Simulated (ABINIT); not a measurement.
## Converging GW for Diamond (Fd-3m, 2 atoms a cell) in ABINIT

What does each rung of G0W0 on Diamond (Fd-3m, 2 atoms a cell) cost, and what does it buy?

Method: PBE and many-body steps on it, plane waves, in ABINIT 10.8.3.

## (1) Set-up

The structure is cubic, space group Fd-3m (No. 227). Conventional cell: a = 3.567 Å, b = 3.567 Å, c = 3.567 Å, α = 90.00°, β = 90.00°, γ = 90.00°. Nearest to C lie 4 C at 1.54 Å.

The cell and positions come from the Crystallography Open Database and are kept as given unless a step says otherwise.

## (2) Empty states on the mesh, 8×8×8 mesh, 299 bands

This step: ABINIT 10.8.3; DFT, PBE, plane waves, norm-conserving pseudopotentials.

The sums over transitions need many empty states on a uniform mesh; this step solves for them.

Contents of run.abi:

```
acell 3*1.0 Angstrom
rprim 
  -0.000000000000 1.783370000000 1.783370000000
  1.783370000000 -0.000000000000 1.783370000000
  1.783370000000 1.783370000000 0.000000000000
ntypat 1
znucl 6
natom 2
typat 1 1
xred 
  0.000000000000 0.000000000000 -0.000000000000
  0.250000000000 0.250000000000 0.250000000000
pp_dirpath "pseudos"
pseudos "C.upf"
ecut 37
ngkpt 8 8 8
nshiftk 1
shiftk 0 0 0
kptopt 1
chksymbreak 0
irdden 1
istwfk *1
nband 299
prtvol 0
optdriver 6
gwr_task "HDIAGO"
paral_kgb 0
occopt 1
indata_prefix "in"
outdata_prefix "out"
tmpdata_prefix "tmp"
```

On the command line:

```bash
> OMP_NUM_THREADS=1 mpirun -n 4 abinit run.abi > log
```

Output:

```text
.Version 10.8.3 of ABINIT. v10.8.2 released Aug 2026.

 Symmetries : space group Fd -3 m (#227); Bravais cF (face-center cubic)
[... echo of the input left out ...]
== DATASET  1 ==================================================================
-   mpi_nproc: 4, omp_nthreads: 1 (-1 if OMP is not activated)

--- !DatasetInfo
iteration_state: {dtset: 1, }
dimensions: {natom: 2, nkpt: 29, mband: 299, nsppol: 1, nspinor: 1, nspden: 1, mpw: 869, }
cutoff_energies: {ecut:  37.0, pawecutdg:  -1.0, }
[...]
Indirect band gap semiconductor
 Fundamental gap:     4.190 (eV)
   VBM:    10.293 (eV) at k: [ 0.0000E+00,  0.0000E+00,  0.0000E+00]
   CBM:    14.483 (eV) at k: [ 3.7500E-01,  3.7500E-01,  0.0000E+00]
 Direct gap:         5.626 (eV) at k: [ 0.0000E+00,  0.0000E+00,  0.0000E+00]

== END DATASET(S) ==============================================================
================================================================================

 -outvars: echo values of variables after computation  --------
           etotal      0.0000000000E+00
            nband         299
             nkpt          29
          spgroup         227
 [... the other variables as echoed above ...]

 Calculation completed.
```

The job ended after 8.6 s (4 MPI ranks of Arm Neoverse V1, shared host; peak memory 0.33 GiB; 34 s of CPU time).

This step gave:

```
gap                                                           : 4.190 eV
k of the valence top                                          : 0, 0, 0
k of the conduction bottom                                    : 0.375, 0.375, 0
least direct gap                                              : 5.626 eV
k points computed                                             : 29
lowest point of the top converged band, above the valence top : 465.2335 eV
```

On this mesh the gap is 4.190 eV.

The density comes from a self-consistent run that is not shown.

## (3) Screening, 8×8×8 mesh, 61 bands, screening to 203.5 eV

The RPA dielectric matrix is built and inverted for each q.

This step: RPA screening on PBE, plane waves, norm-conserving pseudopotentials.

Changes to run.abi since step 2:

```diff
@@ -20,10 +20,11 @@
 chksymbreak 0
-irdden 1
 istwfk *1
-nband 299
-prtvol 0
-optdriver 6
-gwr_task "HDIAGO"
-paral_kgb 0
 occopt 1
+irdwfk 1
+optdriver 3
+nband 61
+ecuteps 7.48
+inclvkb 2
+awtr 1
+symchi 1
 indata_prefix "in"
```

Output:

```text
.Version 10.8.3 of ABINIT. v10.8.2 released Aug 2026.

 Symmetries : space group Fd -3 m (#227); Bravais cF (face-center cubic)
[... echo of the input left out ...]
== DATASET  1 ==================================================================
-   mpi_nproc: 4, omp_nthreads: 1 (-1 if OMP is not activated)

--- !DatasetInfo
iteration_state: {dtset: 1, }
dimensions: {natom: 2, nkpt: 29, mband: 61, nsppol: 1, nspinor: 1, nspden: 1, mpw: 869, }
cutoff_energies: {ecut:  37.0, pawecutdg:  -1.0, }
electrons: {nelect:   8.00000000E+00, charge:   0.00000000E+00, occopt:   1.00000000E+00, tsmear:   1.00000000E-02, }

 SCREENING: Calculation of the susceptibility and dielectric matrices

 Based on a program developped by R.W. Godby, V. Olevano, G. Onida, and L. Reining.
 Incorporated in ABINIT by V. Olevano, G.-M. Rignanese, and M. Torrent.
.Using double precision arithmetic ; gwpc =  8

[... cell and pseudopotentials left out ...]
--------------------------------------------------------------------------------

 ==== K-mesh for the wavefunctions ====
 Number of points in the irreducible wedge :    29
[... list of points left out ...]
 Together with 48 symmetry operations and time-reversal symmetry
 yields   512 points in the full Brillouin Zone.

 ==== Q-mesh for the screening function ====
 Number of points in the irreducible wedge :    29
[... list of points left out ...]
 Together with 48 symmetry operations and time-reversal symmetry
 yields   512 points in the full Brillouin Zone.

 setmesh: FFT mesh size selected  =    20x   20x   20
          total number of points  =         8000

 vcoul_init : cutoff-mode = AUXILIARY_FUNCTION
 q-points for optical limit:   1
     1)      0.000010    0.000020    0.000030

- screening: taking advantage of time-reversal symmetry
- Maximum band index for partially occupied states nbvw = 4
- Remaining bands to be divided among processors   nbcw = 57
- Number of bands treated by each node ~14

 Number of electrons calculated from density =    8.0000; Expected =    8.0000
 average of density, n =  0.104505
 r_s =    1.3170
 omega_plasma =   31.1835 [eV]

 calculating chi0 at frequencies [eV] :
  1    0.000000E+00    0.000000E+00
  2    0.000000E+00    3.118352E+01

--------------------------------------------------------------------------------
  q-point number  1        q = ( 0.000000, 0.000000, 0.000000) [r.l.u.]
--------------------------------------------------------------------------------
[... chi0 elements left out ...]
 For q-point:  0.000010 0.000020 0.000030
  dielectric constant =   5.5300
  dielectric constant without local fields =   5.9486

  Average fulfillment of the sum rule on Im[epsilon] for q-point    1 :     88.18  [%]
[... wings left out ...]
  q-point number  2        q = ( 0.125000, 0.000000, 0.000000) [r.l.u.]
--------------------------------------------------------------------------------
[... chi0 elements left out ...]
  Average fulfillment of the sum rule on Im[epsilon] for q-point    2 :     97.84  [%]

 [... 27 further q-points ...]
```

The job ended after 36 s (4 MPI ranks; peak memory 0.63 GiB).

This step gave:

- ε∞ with local fields, on this mesh, along the program's q direction: 5.53
- the same without local fields: 5.949
- plasma frequency: 31.18 eV
- plane waves in the screening matrix: 65

Local fields lower ε∞ by 7 %.

## (4) 61 bands, 203.5 eV

The self-energy is evaluated for the states that the input lists, and the levels follow from it, in one-shot runs by the linearised quasiparticle equation.

This step: G0W0 on PBE, plane waves, norm-conserving pseudopotentials.

Changes to run.abi since step 3:

```diff
@@ -23,8 +23,21 @@
 irdwfk 1
-optdriver 3
+optdriver 4
 nband 61
+gwcalctyp 0
+ecutsigx 37
+symsigma 1
+nkptgw 4
+kptgw 
+  0.0000000000 0.0000000000 0.0000000000
+  0.3750000000 0.3750000000 0.0000000000
+  0.5000000000 0.0000000000 0.0000000000
+  0.5000000000 0.5000000000 0.0000000000
+bdgw 
+  2 7
+  3 6
+  3 6
+  3 6
 ecuteps 7.48
-inclvkb 2
-awtr 1
-symchi 1
+irdscr 1
+ppmodel 1
 indata_prefix "in"
```

Output:

```text
.Version 10.8.3 of ABINIT. v10.8.2 released Aug 2026.

 Symmetries : space group Fd -3 m (#227); Bravais cF (face-center cubic)
[... echo of the input left out ...]
== DATASET  1 ==================================================================
-   mpi_nproc: 4, omp_nthreads: 1 (-1 if OMP is not activated)

--- !DatasetInfo
iteration_state: {dtset: 1, }
dimensions: {natom: 2, nkpt: 29, mband: 61, nsppol: 1, nspinor: 1, nspden: 1, mpw: 869, }
cutoff_energies: {ecut:  37.0, pawecutdg:  -1.0, }
electrons: {nelect:   8.00000000E+00, charge:   0.00000000E+00, occopt:   1.00000000E+00, tsmear:   1.00000000E-02, }

 SIGMA: Calculation of the GW corrections

 Based on a program developped by R.W. Godby, V. Olevano, G. Onida, and L. Reining.
 Incorporated in ABINIT by V. Olevano, G.-M. Rignanese, and M. Torrent.
.Using double precision arithmetic ; gwpc =  8

[... cell and pseudopotentials left out ...]
--------------------------------------------------------------------------------

 ==== K-mesh for the wavefunctions ====
 Number of points in the irreducible wedge :    29
[... list of points left out ...]
 Together with 48 symmetry operations and time-reversal symmetry
 yields   512 points in the full Brillouin Zone.

 ==== Q-mesh for screening function ====
 Number of points in the irreducible wedge :    29
[... list of points left out ...]
 Together with 48 symmetry operations and time-reversal symmetry
 yields   512 points in the full Brillouin Zone.

 vcoul_init : cutoff-mode = AUXILIARY_FUNCTION
 q-points for optical limit:   1
     1)      0.000010    0.000020    0.000030
 setmesh: FFT mesh size selected  =    32x   32x   32
          total number of points  =        32768

 Number of electrons calculated from density =    8.0000; Expected =    8.0000
 average of density, n =  0.104505
 r_s =    1.3170
 omega_plasma =   31.1835 [eV]

 === KS Band Gaps ===
  >>>> For spin  1
   Minimum direct gap =   5.6255 [eV], located at k-point      :   0.0000  0.0000  0.0000
   Fundamental gap    =   4.1901 [eV], Top of valence bands at :   0.0000  0.0000  0.0000
                                       Bottom of conduction at :   0.3750  0.3750  0.0000
 SIGMA fundamental parameters:
 PLASMON POLE MODEL  1
 number of plane-waves for SigmaX                  869
 number of plane-waves for SigmaC and W             65
 number of plane-waves for wavefunctions           869
 number of bands                                    61
 number of independent spin polarizations            1
 number of spinorial components                      1
 number of k-points in IBZ                          29
 number of q-points in IBZ                          29
 number of symmetry operations                      48
 number of k-points in BZ                          512
 number of q-points in BZ                          512
 number of frequencies for dSigma/dE                 9
 frequency step for dSigma/dE [eV]                0.25
 number of omega for Sigma on real axis              0
 max omega for Sigma on real axis  [eV]           0.00
 zcut for avoiding poles [eV]                     0.10

 EPSILON^-1 parameters (SCR file):
 dimension of the eps^-1 matrix on file             65
 dimension of the eps^-1 matrix used                65
 number of plane-waves for wavefunctions           869
 number of bands                                    61
 number of q-points in IBZ                          29
 number of frequencies                               2
 number of real frequencies                          1
 number of imag frequencies                          1

 matrix elements of self-energy operator (all in [eV])

 Perturbative Calculation

--- !SelfEnergy_ee
iteration_state: {dtset: 1, }
kpoint     : [   0.000,    0.000,    0.000, ]
spin       : 1
KS_gap     :    5.626
QP_gap     :    7.355
Delta_QP_KS:    1.730
data: !SigmaeeData |
     Band     E0 <VxcDFT>   SigX SigC(E0)      Z dSigC/dE  Sig(E)    E-E0       E
        2  10.293 -16.962 -19.293   1.584   0.832  -0.202 -17.583  -0.621   9.672
        3  10.293 -16.962 -19.293   1.584   0.832  -0.202 -17.583  -0.621   9.672
        4  10.293 -16.962 -19.293   1.584   0.832  -0.202 -17.583  -0.621   9.672
        5  15.918 -15.643  -9.539  -4.773   0.833  -0.201 -14.534   1.109  17.027
        6  15.918 -15.643  -9.539  -4.773   0.833  -0.201 -14.534   1.109  17.027
        7  15.918 -15.643  -9.539  -4.773   0.833  -0.201 -14.534   1.109  17.027

--- !SelfEnergy_ee
iteration_state: {dtset: 1, }
kpoint     : [   0.375,    0.375,    0.000, ]
spin       : 1
KS_gap     :    9.944
QP_gap     :   11.585
Delta_QP_KS:    1.640
data: !SigmaeeData |
     Band     E0 <VxcDFT>   SigX SigC(E0)      Z dSigC/dE  Sig(E)    E-E0       E
[...]
--- !SelfEnergy_ee
iteration_state: {dtset: 1, }
kpoint     : [   0.500,    0.000,    0.000, ]
spin       : 1
KS_gap     :   11.329
QP_gap     :   13.345
Delta_QP_KS:    2.017
data: !SigmaeeData |
     Band     E0 <VxcDFT>   SigX SigC(E0)      Z dSigC/dE  Sig(E)    E-E0       E
[...]
--- !SelfEnergy_ee
iteration_state: {dtset: 1, }
kpoint     : [   0.500,    0.500,    0.000, ]
spin       : 1
KS_gap     :   11.141
QP_gap     :   12.753
Delta_QP_KS:    1.611
data: !SigmaeeData |
     Band     E0 <VxcDFT>   SigX SigC(E0)      Z dSigC/dE  Sig(E)    E-E0       E
[...]
4   3.977 -15.916 -20.638   3.425   0.815  -0.228 -16.973  -1.057   2.920
        5  15.119 -13.579  -8.066  -4.856   0.844  -0.184 -13.025   0.554  15.673
        6  15.119 -13.579  -8.066  -4.856   0.844  -0.184 -13.025   0.554  15.673

== END DATASET(S) ==============================================================
================================================================================

 -outvars: echo values of variables after computation  --------
           etotal      0.0000000000E+00
            nband          61
             nkpt          29
          spgroup         227
 [... the other variables as echoed above ...]

 Calculation completed.
```

Elapsed: 6.7 s, on 4 MPI ranks; peak memory 0.58 GiB.

This step gave:

```yaml
g0w0_gap_on_the_mesh: 5.427 eV
starting_gap_on_the_mesh: 4.190 eV
k_of_the_valence_top: 0, 0, 0
k_of_the_conduction_bottom: 0.375, 0.375, 0
z_at_the_valence_top: 0.832
z_at_the_conduction_bottom: 0.842
least_direct_g0w0_gap_on_the_computed_points: 7.355 eV
```

The gap on the mesh goes from 4.19 eV to 5.43 eV, a correction of +1.24 eV.

## (5) Screening, 8×8×8 mesh, 90 bands, screening to 269.4 eV

This step: RPA screening on PBE, plane waves, norm-conserving pseudopotentials.

Changes to run.abi since step 4:

```diff
@@ -23,21 +23,8 @@
 irdwfk 1
-optdriver 4
-nband 61
-gwcalctyp 0
-ecutsigx 37
-symsigma 1
-nkptgw 4
-kptgw 
-  0.0000000000 0.0000000000 0.0000000000
-  0.3750000000 0.3750000000 0.0000000000
-  0.5000000000 0.0000000000 0.0000000000
-  0.5000000000 0.5000000000 0.0000000000
-bdgw 
-  2 7
-  3 6
-  3 6
-  3 6
-ecuteps 7.48
-irdscr 1
-ppmodel 1
+optdriver 3
+nband 90
+ecuteps 9.9
+inclvkb 2
+awtr 1
+symchi 1
 indata_prefix "in"
```

Output:

```text
.Version 10.8.3 of ABINIT. v10.8.2 released Aug 2026.

 Symmetries : space group Fd -3 m (#227); Bravais cF (face-center cubic)
[... echo of the input left out ...]
== DATASET  1 ==================================================================
-   mpi_nproc: 4, omp_nthreads: 1 (-1 if OMP is not activated)

--- !DatasetInfo
iteration_state: {dtset: 1, }
dimensions: {natom: 2, nkpt: 29, mband: 90, nsppol: 1, nspinor: 1, nspden: 1, mpw: 869, }
cutoff_energies: {ecut:  37.0, pawecutdg:  -1.0, }
electrons: {nelect:   8.00000000E+00, charge:   0.00000000E+00, occopt:   1.00000000E+00, tsmear:   1.00000000E-02, }

 SCREENING: Calculation of the susceptibility and dielectric matrices

 Based on a program developped by R.W. Godby, V. Olevano, G. Onida, and L. Reining.
 Incorporated in ABINIT by V. Olevano, G.-M. Rignanese, and M. Torrent.
.Using double precision arithmetic ; gwpc =  8

[... cell and pseudopotentials left out ...]
--------------------------------------------------------------------------------

 ==== K-mesh for the wavefunctions ====
 Number of points in the irreducible wedge :    29
[... list of points left out ...]
 Together with 48 symmetry operations and time-reversal symmetry
 yields   512 points in the full Brillouin Zone.

 ==== Q-mesh for the screening function ====
 Number of points in the irreducible wedge :    29
[... list of points left out ...]
 Together with 48 symmetry operations and time-reversal symmetry
 yields   512 points in the full Brillouin Zone.

 setmesh: FFT mesh size selected  =    20x   20x   20
          total number of points  =         8000

 vcoul_init : cutoff-mode = AUXILIARY_FUNCTION
 q-points for optical limit:   1
     1)      0.000010    0.000020    0.000030

- screening: taking advantage of time-reversal symmetry
- Maximum band index for partially occupied states nbvw = 4
- Remaining bands to be divided among processors   nbcw = 86
- Number of bands treated by each node ~21

 Number of electrons calculated from density =    8.0000; Expected =    8.0000
 average of density, n =  0.104505
 r_s =    1.3170
 omega_plasma =   31.1835 [eV]

 calculating chi0 at frequencies [eV] :
  1    0.000000E+00    0.000000E+00
  2    0.000000E+00    3.118352E+01

--------------------------------------------------------------------------------
  q-point number  1        q = ( 0.000000, 0.000000, 0.000000) [r.l.u.]
--------------------------------------------------------------------------------
[... chi0 elements left out ...]
 For q-point:  0.000010 0.000020 0.000030
  dielectric constant =   5.5154
  dielectric constant without local fields =   5.9489

  Average fulfillment of the sum rule on Im[epsilon] for q-point    1 :     93.53  [%]
[... wings left out ...]
  q-point number  2        q = ( 0.125000, 0.000000, 0.000000) [r.l.u.]
--------------------------------------------------------------------------------
[... chi0 elements left out ...]
  Average fulfillment of the sum rule on Im[epsilon] for q-point    2 :     99.43  [%]

 [... 27 further q-points ...]
```

Wall time 65 s (4 MPI ranks); peak memory 0.78 GiB.

This step gave:

| Item | Value |
| --- | --- |
| ε∞ with local fields, on this mesh, along the program's q direction | 5.515 |
| the same without local fields | 5.949 |
| plasma frequency | 31.18 eV |
| plane waves in the screening matrix | 113 |

[end of part 1 of 2]

[Paths, hosts, dates, memory and timing lines, banners, echoed tables and standing remarks are left out of the program output.]

[Logs are printed without paths, hosts, clocks, repeated set-up lines and the standing remarks that a program may print on its own settings, such as how far it seeks lower states.]

[Runs of the session that timed out or met a known fault of the program may be left out.]

[Hosts, paths, dates, database ids (printed as entryN), source tags and the programs' standing remarks are cut or masked in the printed files.]

[G0W0 gaps are taken among the corrected bands and points alone; a level outside them can change the order at an edge.]

[Where Ansatz stands beside ABINIT at settings called matched, ABINIT's density can come from a denser mesh and the files from another edition; pairs whose starting gaps differed by over 0.03 eV were left out, so agreement reads better than it is.]
